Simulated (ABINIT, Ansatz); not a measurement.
# MoS3 (Pm-3m): zone-centre phonons, part 3 of 4

Aim: the zone-centre modes of MoS3 (Pm-3m).

ABINIT 10.8.3; DFT PBEsol, scalar-relativistic, plane waves, PseudoDojo norm-conserving pseudopotentials.

So far. Step 2 (Relaxing the cell and atoms): The volume changes by +0.9 % from the cell with which this run began. Step 4 (Zone-centre response): The acoustic modes at Γ come out as far as 1.4 cm⁻¹ from zero, where they should vanish, a small numerical error. The relaxed cell has a = 4.644 Å (conventional setting).

The structure was built from a prototype and need not be the compound's stable phase.

**5. Zone-centre analysis**

anaddb reads the merged derivatives and imposes the acoustic sum rule.

Contents of anaddb.abi:

```
ddb_filepath "gamma_DDB"
output_file "anaddb.abo"
outdata_prefix "anaddb"
asr 1
chneut 1
enunit 2
eivec 1
nph1l 1
qph1l 0.0 0.0 0.0 1.0
```

Contents of mrgddb.in:

```
gamma_DDB
merged
2
dfpt_gammao_DDB
gso_DDB
```

Run with:

```console
$ mrgddb < mrgddb.in > mrgddb.log
$ OMP_NUM_THREADS=1 anaddb anaddb.abi > anaddb.log
```

anaddb.abo, the main output file:

```text
-outvars_anaddb: echo values of input variables ----------------------

 Miscellaneous information :
      enunit         2
       eivec         1
         asr         1
 First list of wavevector (reduced coord.) :
       nph1l         1
       qph1l
                     0.00000000E+00  0.00000000E+00  0.00000000E+00    1.000E+00

================================================================================

 read the DDB information and perform some checks

  ==== Info on the Cryst% object ====
 Real(R)+Recip(G) space primitive vectors, cartesian coordinates (Bohr,Bohr^-1):
 R(1)=  8.7757365  0.0000000  0.0000000  G(1)=  0.1139506  0.0000000  0.0000000
 R(2)=  0.0000000  8.7757365  0.0000000  G(2)=  0.0000000  0.1139506  0.0000000
 R(3)=  0.0000000  0.0000000  8.7757365  G(3)=  0.0000000  0.0000000  0.1139506
 Unit cell volume ucvol=  6.7585062E+02 bohr^3
 Angles (23,13,12)=  9.00000000E+01  9.00000000E+01  9.00000000E+01 degrees
 Time-reversal symmetry is present
 Reduced atomic positions [iatom, xred, symbol]:
    1)    0.0000000  0.0000000  0.0000000  Mo
    2)    0.0000000  0.0000000  0.5000000   S
    3)    0.0000000  0.5000000  0.0000000   S
    4)    0.5000000  0.0000000  0.0000000   S

 DDB file with 3 blocks has been read.

================================================================================

 Treat the first list of vectors

  Phonon wavevector (reduced coordinates) :  0.00000  0.00000  0.00000
 Phonon energies in Hartree :
  -4.902589E-08 -4.898858E-08 -4.887647E-08  1.841521E-04  1.841521E-04
   1.841521E-04  4.501488E-04  4.501488E-04  4.501488E-04  1.652386E-03
   1.652386E-03  1.652386E-03
 Phonon energies in meV     :
- -1.334062E-03 -1.333047E-03 -1.329997E-03  5.011034E+00  5.011034E+00
-  5.011034E+00  1.224917E+01  1.224917E+01  1.224917E+01  4.496372E+01
-  4.496372E+01  4.496372E+01
 Phonon frequencies in cm-1    :
- -1.075994E-02 -1.075175E-02 -1.072715E-02  4.041672E+01  4.041672E+01
-  4.041672E+01  9.879624E+01  9.879624E+01  9.879624E+01  3.626568E+02
-  3.626568E+02  3.626568E+02
 Phonon frequencies in Thz     :
- -3.225749E-04 -3.223294E-04 -3.215917E-04  1.211663E+00  1.211663E+00
-  1.211663E+00  2.961837E+00  2.961837E+00  2.961837E+00  1.087218E+01
-  1.087218E+01  1.087218E+01
 Phonon energies in Kelvin  :
- -1.548115E-02 -1.546937E-02 -1.543397E-02  5.815064E+01  5.815064E+01
-  5.815064E+01  1.421457E+02  1.421457E+02  1.421457E+02  5.217823E+02
-  5.217823E+02  5.217823E+02

 Eigendisplacements
 (will be given, for each mode : in cartesian coordinates
   for each atom the real part of the displacement vector,
   then the imaginary part of the displacement vector - absolute values smaller than 1.0d-7 are set to zero)
  Mode number    1   Energy   -4.902589E-08
 Attention : low frequency mode.
   (Could be unstable or acoustic mode)
-  1  0.00000000E+00  0.00000000E+00  1.69013260E-03
-     0.00000000E+00  0.00000000E+00  0.00000000E+00
-  2  0.00000000E+00  0.00000000E+00  1.68959813E-03
-     0.00000000E+00  0.00000000E+00  0.00000000E+00
-  3  0.00000000E+00  0.00000000E+00  1.68914688E-03
-     0.00000000E+00  0.00000000E+00  0.00000000E+00
-  4  0.00000000E+00  0.00000000E+00  1.68914688E-03
-     0.00000000E+00  0.00000000E+00  0.00000000E+00
  Mode number    2   Energy   -4.898858E-08
 Attention : low frequency mode.
   (Could be unstable or acoustic mode)
-  1  0.00000000E+00 -1.69013259E-03  0.00000000E+00
-     0.00000000E+00  0.00000000E+00  0.00000000E+00
-  2  0.00000000E+00 -1.68914688E-03  0.00000000E+00
-     0.00000000E+00  0.00000000E+00  0.00000000E+00
-  3  0.00000000E+00 -1.68959813E-03  0.00000000E+00
-     0.00000000E+00  0.00000000E+00  0.00000000E+00
-  4  0.00000000E+00 -1.68914688E-03  0.00000000E+00
-     0.00000000E+00  0.00000000E+00  0.00000000E+00
  Mode number    3   Energy   -4.887647E-08
 Attention : low frequency mode.
   (Could be unstable or acoustic mode)
-  1  1.69013260E-03  0.00000000E+00  0.00000000E+00
-     0.00000000E+00  0.00000000E+00  0.00000000E+00
-  2  1.68914688E-03  0.00000000E+00  0.00000000E+00
-     0.00000000E+00  0.00000000E+00  0.00000000E+00
-  3  1.68914688E-03  0.00000000E+00  0.00000000E+00
-     0.00000000E+00  0.00000000E+00  0.00000000E+00
-  4  1.68959813E-03  0.00000000E+00  0.00000000E+00
-     0.00000000E+00  0.00000000E+00  0.00000000E+00
  Mode number    4   Energy    1.841521E-04
-  1  0.00000000E+00  0.00000000E+00 -1.60214538E-03
-     0.00000000E+00  0.00000000E+00  0.00000000E+00
-  2  0.00000000E+00  0.00000000E+00  5.15523801E-04
-     0.00000000E+00  0.00000000E+00  0.00000000E+00
-  3  0.00000000E+00  0.00000000E+00  2.14034061E-03
-     0.00000000E+00  0.00000000E+00  0.00000000E+00
-  4  0.00000000E+00  0.00000000E+00  2.14034061E-03
-     0.00000000E+00  0.00000000E+00  0.00000000E+00
  Mode number    5   Energy    1.841521E-04
-  1  0.00000000E+00 -1.60214538E-03  0.00000000E+00
-     0.00000000E+00  0.00000000E+00  0.00000000E+00
-  2  0.00000000E+00  2.14034061E-03  0.00000000E+00
-     0.00000000E+00  0.00000000E+00  0.00000000E+00
-  3  0.00000000E+00  5.15523801E-04  0.00000000E+00
-     0.00000000E+00  0.00000000E+00  0.00000000E+00
-  4  0.00000000E+00  2.14034061E-03  0.00000000E+00
-     0.00000000E+00  0.00000000E+00  0.00000000E+00
  Mode number    6   Energy    1.841521E-04
-  1  1.60214538E-03  0.00000000E+00  0.00000000E+00
-     0.00000000E+00  0.00000000E+00  0.00000000E+00
-  2 -2.14034061E-03  0.00000000E+00  0.00000000E+00
-     0.00000000E+00  0.00000000E+00  0.00000000E+00
-  3 -2.14034061E-03  0.00000000E+00  0.00000000E+00
-     0.00000000E+00  0.00000000E+00  0.00000000E+00
-  4 -5.15523801E-04  0.00000000E+00  0.00000000E+00
-     0.00000000E+00  0.00000000E+00  0.00000000E+00
  Mode number    7   Energy    4.501488E-04
-  1  0.00000000E+00  0.00000000E+00  0.00000000E+00
-     0.00000000E+00  0.00000000E+00  0.00000000E+00
-  2  0.00000000E+00  0.00000000E+00  0.00000000E+00
-     0.00000000E+00  0.00000000E+00  0.00000000E+00
-  3  0.00000000E+00  0.00000000E+00  2.92470830E-03
-     0.00000000E+00  0.00000000E+00  0.00000000E+00
-  4  0.00000000E+00  0.00000000E+00 -2.92470830E-03
-     0.00000000E+00  0.00000000E+00  0.00000000E+00
  Mode number    8   Energy    4.501488E-04
-  1  0.00000000E+00  0.00000000E+00  0.00000000E+00
-     0.00000000E+00  0.00000000E+00  0.00000000E+00
-  2  0.00000000E+00  2.92470830E-03  0.00000000E+00
-     0.00000000E+00  0.00000000E+00  0.00000000E+00
-  3  0.00000000E+00  0.00000000E+00  0.00000000E+00
-     0.00000000E+00  0.00000000E+00  0.00000000E+00
-  4  0.00000000E+00 -2.92470830E-03  0.00000000E+00
-     0.00000000E+00  0.00000000E+00  0.00000000E+00
  Mode number    9   Energy    4.501488E-04
-  1  0.00000000E+00  0.00000000E+00  0.00000000E+00
-     0.00000000E+00  0.00000000E+00  0.00000000E+00
-  2  2.92470830E-03  0.00000000E+00  0.00000000E+00
-     0.00000000E+00  0.00000000E+00  0.00000000E+00
-  3 -2.92470830E-03  0.00000000E+00  0.00000000E+00
-     0.00000000E+00  0.00000000E+00  0.00000000E+00
-  4  0.00000000E+00  0.00000000E+00  0.00000000E+00
-     0.00000000E+00  0.00000000E+00  0.00000000E+00
  Mode number   10   Energy    1.652386E-03
-  1  0.00000000E+00  0.00000000E+00  5.42705973E-04
-     0.00000000E+00  0.00000000E+00  0.00000000E+00
-  2  0.00000000E+00  0.00000000E+00 -3.73996399E-03
-     0.00000000E+00  0.00000000E+00  0.00000000E+00
-  3  0.00000000E+00  0.00000000E+00  1.05813210E-03
-     0.00000000E+00  0.00000000E+00  0.00000000E+00
-  4  0.00000000E+00  0.00000000E+00  1.05813210E-03
-     0.00000000E+00  0.00000000E+00  0.00000000E+00
  Mode number   11   Energy    1.652386E-03
-  1  0.00000000E+00  5.42705973E-04  0.00000000E+00
-     0.00000000E+00  0.00000000E+00  0.00000000E+00
-  2  0.00000000E+00  1.05813210E-03  0.00000000E+00
-     0.00000000E+00  0.00000000E+00  0.00000000E+00
-  3  0.00000000E+00 -3.73996399E-03  0.00000000E+00
-     0.00000000E+00  0.00000000E+00  0.00000000E+00
-  4  0.00000000E+00  1.05813210E-03  0.00000000E+00
-     0.00000000E+00  0.00000000E+00  0.00000000E+00
  Mode number   12   Energy    1.652386E-03
-  1  5.42705973E-04  0.00000000E+00  0.00000000E+00
-     0.00000000E+00  0.00000000E+00  0.00000000E+00
-  2  1.05813210E-03  0.00000000E+00  0.00000000E+00
-     0.00000000E+00  0.00000000E+00  0.00000000E+00
-  3  1.05813210E-03  0.00000000E+00  0.00000000E+00
-     0.00000000E+00  0.00000000E+00  0.00000000E+00
-  4 -3.73996399E-03  0.00000000E+00  0.00000000E+00
-     0.00000000E+00  0.00000000E+00  0.00000000E+00

 Analysis of degeneracies and characters (maximum tolerance=1.00E-06 a.u.)
 For each vibration mode, or group of modes if degenerate,
 the characters are given for each symmetry operation (see the list in the log file).
 Symmetry characters of vibration mode #   1
       degenerate with vibration modes #   2 to    3
  3.0 -3.0 -1.0  1.0 -1.0  1.0 -1.0  1.0  1.0 -1.0 -1.0  1.0  1.0 -1.0 -1.0  1.0
 -0.0  0.0 -0.0  0.0  0.0 -0.0  0.0 -0.0  1.0 -1.0 -1.0  1.0 -1.0  1.0  1.0 -1.0
 -0.0  0.0  0.0 -0.0  0.0 -0.0 -0.0  0.0  1.0 -1.0  1.0 -1.0 -1.0  1.0 -1.0  1.0
 Symmetry characters of vibration mode #   4
       degenerate with vibration modes #   5 to    6
  3.0 -3.0 -1.0  1.0 -1.0  1.0 -1.0  1.0  1.0 -1.0 -1.0  1.0  1.0 -1.0 -1.0  1.0
  0.0 -0.0  0.0 -0.0 -0.0  0.0 -0.0  0.0  1.0 -1.0 -1.0  1.0 -1.0  1.0  1.0 -1.0
  0.0 -0.0 -0.0  0.0 -0.0  0.0  0.0 -0.0  1.0 -1.0  1.0 -1.0 -1.0  1.0 -1.0  1.0
 Symmetry characters of vibration mode #   7
       degenerate with vibration modes #   8 to    9
  3.0 -3.0 -1.0  1.0 -1.0  1.0 -1.0  1.0 -1.0  1.0  1.0 -1.0 -1.0  1.0  1.0 -1.0
 -0.0  0.0 -0.0  0.0  0.0 -0.0  0.0 -0.0 -1.0  1.0  1.0 -1.0  1.0 -1.0 -1.0  1.0
 -0.0  0.0  0.0 -0.0  0.0 -0.0 -0.0  0.0 -1.0  1.0 -1.0  1.0  1.0 -1.0  1.0 -1.0
 Symmetry characters of vibration mode #  10
       degenerate with vibration modes #  11 to   12
  3.0 -3.0 -1.0  1.0 -1.0  1.0 -1.0  1.0  1.0 -1.0 -1.0  1.0  1.0 -1.0 -1.0  1.0
  0.0 -0.0 -0.0  0.0 -0.0  0.0 -0.0  0.0  1.0 -1.0 -1.0  1.0 -1.0  1.0  1.0 -1.0
  0.0 -0.0 -0.0  0.0 -0.0  0.0 -0.0  0.0  1.0 -1.0  1.0 -1.0 -1.0  1.0 -1.0  1.0
-
```

The job ended after 0.51 s (1 thread of Arm Neoverse V2, shared host).

Numbers from this step:

```yaml
lowest_optical_zone_centre_mode: 40.42 cm⁻¹
```

No LO-TO term; unit eigenvectors of the mass-weighted matrix, from anaddb's displacements. Modes at Γ, with each element's share of the kinetic energy:

| mode | frequency (cm⁻¹) | symmetry | Mo % | S % |
| --- | --- | --- | --- | --- |
| 1 | 0.0 | acoustic | 50 | 50 |
| 2 | 0.0 | acoustic | 50 | 50 |
| 3 | 0.0 | acoustic | 50 | 50 |
| 4 | 40.4 | T1u | 45 | 55 |
| 5 | 40.4 | T1u | 45 | 55 |
| 6 | 40.4 | T1u | 45 | 55 |
| 7 | 98.8 | T2u | 0 | 100 |
| 8 | 98.8 | T2u | 0 | 100 |
| 9 | 98.8 | T2u | 0 | 100 |
| 10 | 362.7 | T1u | 5 | 95 |
| 11 | 362.7 | T1u | 5 | 95 |
| 12 | 362.7 | T1u | 5 | 95 |

Displacements in mode 6 (40.4 cm⁻¹), the largest set to 1:
```
Mo1  0.75  0.00  0.00
S2  -1.00  0.00  0.00
S3  -1.00  0.00  0.00
S4  -0.24  0.00  0.00
```

Displacements in mode 12 (362.7 cm⁻¹), the largest set to 1:
```
Mo1  0.15  0.00  0.00
S2   0.28  0.00  0.00
S3   0.28  0.00  0.00
S4  -1.00  0.00  0.00
```

The rule also moves an optical mode by 0.5 cm⁻¹.

(Part 3 of 4 ends here.)

[Host names and launcher messages were left out of these logs when they were recorded.]

[Logs are printed without paths, hosts, clocks, repeated set-up lines and the standing remarks that a program may print on its own settings, such as how far it seeks lower states.]

[Hosts, paths, dates, database ids (printed as entryN), source tags and the programs' standing remarks are cut or masked in the printed files.]
